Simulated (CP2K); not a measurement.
Two runs for the C K edge of methylammonium. Run A: CP2K XAS_TDP, all-electron GAPW, PBEh(45%), aug-cc-pVTZ, TDA, no relativity. Run B differs in one setting.

First lines with a strength over 0.0015. A:

```csv
atom,energy (eV),states,"strength, one atom"
C1 (bonded to N and 3 H),284.17,1,0.0452
,285.75,1,0.0093
,286.57,2,0.0626
,287.25,1,0.0161
,287.26,1,0.0042
```

B:

```csv
atom,energy (eV),states,"strength, one atom"
C1 (bonded to N and 3 H),290.04,1,0.0442
,291.62,1,0.0091
,292.45,2,0.0613
,293.12,1,0.0158
,293.14,1,0.0042
```

**Question.** Which was it: GW2X switched on, the functional, scalar relativity switched on, the basis?

GW2X switched on. GW2X shifts an atom's lines together and keeps their spacings. Against PBEh(45%) in aug-cc-pVTZ, the leading line moves by +5.87 eV, to 290.04 eV.

[Banner, clock and machine lines of the logs are left out without a mark of their own.]

[Logs are printed without paths, hosts, clocks, repeated set-up lines and the standing remarks that a program may print on its own settings, such as how far it seeks lower states.]

[Hosts, paths, dates, database ids (printed as entryN), source tags and the programs' standing remarks are cut or masked in the printed files.]
